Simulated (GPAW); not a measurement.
Consider CrAgO2 (P1).

```
Ag Cr O
1.0
     3.01447    0.00000    0.00000
     0.00072    5.24062    0.00000
     1.50704    0.88545    6.18635
Ag Cr O
2 2 4
Cartesian
  1.5068 0.8794 3.2151
  3.0152 3.4999 3.2152
  1.4998 2.6202 0.0279
  0.0085 5.2405 0.0280
  1.5001 2.6284 5.1418
  3.0223 5.2489 5.1416
  1.5157 0.8775 1.0369
  3.0065 3.4978 1.0370
```

Absorber: atom 3, with 3 O at 2.01 Å and 3 O at 2.05 Å (octahedral, site symmetry 1). Method: GPAW, LDA + U (Cr 3.7 eV), full core hole (charged cell), 16-atom cell with 6.0 Å between holes, 3×3×2 k points, dipole transitions, Gaussian full width 1.08 eV up to 4 eV, rising linearly to 3.5 eV at 25 eV.

Question: Predict the near-edge structure at the Cr K edge.

Main maxima up to 30 eV above the zero (height): 14.2 eV (1.88) and 18.4 eV (3.10). A K edge sees empty p states. The first eV above the zero hold little dipole weight, as the lowest empty bands are of d character; the main edge, of 4p character, rises through 0.6 near 10 eV above the zero. The total-energy difference plus the lowest empty eigenvalue puts the zero at 5971.18 eV. The tabulated edge of the element is 5989 eV. The functional and the charged cell's background leave an error in such absolute values: in the free atom LDA prices this hole 14.7 eV below PBE (computed apart), and PBE is itself good to a few eV.

The Cr K spectrum (energy from the lowest empty level; intensity scaled to a mean of 1 over the first 20 eV; polarised curves are means over the symmetry-equivalent atoms):

```csv
E (eV),isotropic,ε ∥ x,ε ∥ z
-2.0,0.00,0.00,0.00
-1.5,0.00,0.00,0.00
-1.0,0.00,0.00,0.00
-0.5,0.01,0.01,0.01
0.0,0.02,0.02,0.02
0.5,0.02,0.02,0.02
1.0,0.03,0.03,0.02
1.5,0.06,0.06,0.05
2.0,0.07,0.07,0.06
2.5,0.06,0.07,0.05
3.0,0.05,0.06,0.05
3.5,0.05,0.06,0.04
4.0,0.05,0.05,0.04
4.5,0.05,0.06,0.04
5.0,0.06,0.05,0.06
5.5,0.06,0.05,0.08
6.0,0.06,0.06,0.08
6.5,0.08,0.07,0.12
7.0,0.13,0.08,0.21
7.5,0.19,0.13,0.32
8.0,0.27,0.20,0.42
8.5,0.36,0.28,0.54
9.0,0.46,0.34,0.71
9.5,0.57,0.41,0.91
10.0,0.69,0.51,1.06
10.5,0.78,0.63,1.11
11.0,0.86,0.74,1.13
11.5,0.98,0.84,1.29
12.0,1.14,0.94,1.61
12.5,1.36,1.08,1.98
13.0,1.59,1.29,2.25
13.5,1.78,1.52,2.32
14.0,1.88,1.70,2.21
14.5,1.86,1.78,1.99
15.0,1.76,1.76,1.71
15.5,1.66,1.73,1.44
16.0,1.65,1.84,1.22
16.5,1.84,2.18,1.11
17.0,2.20,2.72,1.13
17.5,2.64,3.31,1.25
18.0,2.99,3.74,1.47
18.5,3.10,3.78,1.74
19.0,2.93,3.40,2.01
19.5,2.54,2.73,2.19
20.0,2.06,2.01,2.22
20.5,1.64,1.42,2.09
21.0,1.32,1.06,1.85
21.5,1.11,0.89,1.56
22.0,0.98,0.84,1.30
22.5,0.91,0.83,1.11
23.0,0.88,0.84,0.98
23.5,0.86,0.85,0.90
24.0,0.87,0.86,0.87
24.5,0.88,0.87,0.87
25.0,0.91,0.89,0.91
25.5,0.95,0.92,0.98
26.0,1.00,0.95,1.07
26.5,1.04,0.98,1.16
27.0,1.09,1.01,1.24
27.5,1.12,1.04,1.29
28.0,1.16,1.07,1.33
28.5,1.19,1.11,1.34
29.0,1.22,1.15,1.33
29.5,1.25,1.21,1.30
30.0,1.28,1.28,1.26
30.5,1.31,1.34,1.22
31.0,1.34,1.39,1.19
31.5,1.35,1.43,1.16
32.0,1.36,1.46,1.14
```

The hole lies in one spin channel, while the script sums the empty states of both and takes the lower zero; where the two channels are split, this blurs and shifts the curve. Quadrupole 1s→3d transitions, which feed the pre-edge, are not in the dipole spectrum. The spins start antiferromagnetically in a simple order, which needn't be the measured one; gap and edge can depend on it. The holes are only 6.0 Å apart, so the shape is probably not converged with cell size; no larger cell was run here. The mesh is coarse (0.51 Å⁻¹ between points), so small maxima may be mesh ripples. Lifetime broadening is put in by hand, and intensities beyond about 20 eV depend on it and on the partial waves. The structure is a computed Materials Project entry and may be a hypothetical form.

[Banner, clock and machine lines of the logs are left out without a mark of their own.]

[Logs are printed without paths, hosts, clocks, repeated set-up lines and the standing remarks that a program may print on its own settings, such as how far it seeks lower states.]

[Hosts, paths, dates, database ids (printed as entryN), source tags and the programs' standing remarks are cut or masked in the printed files.]

[Lists of maxima count a maximum above −3 eV only where it reaches 4 % of the highest in the window and stands out from its surroundings by 2 % of it (1.5 % where it reaches 55 %); shoulders and weaker maxima are passed over, and of the rest the first, up to two pre-edge ones and the few strongest are named.]
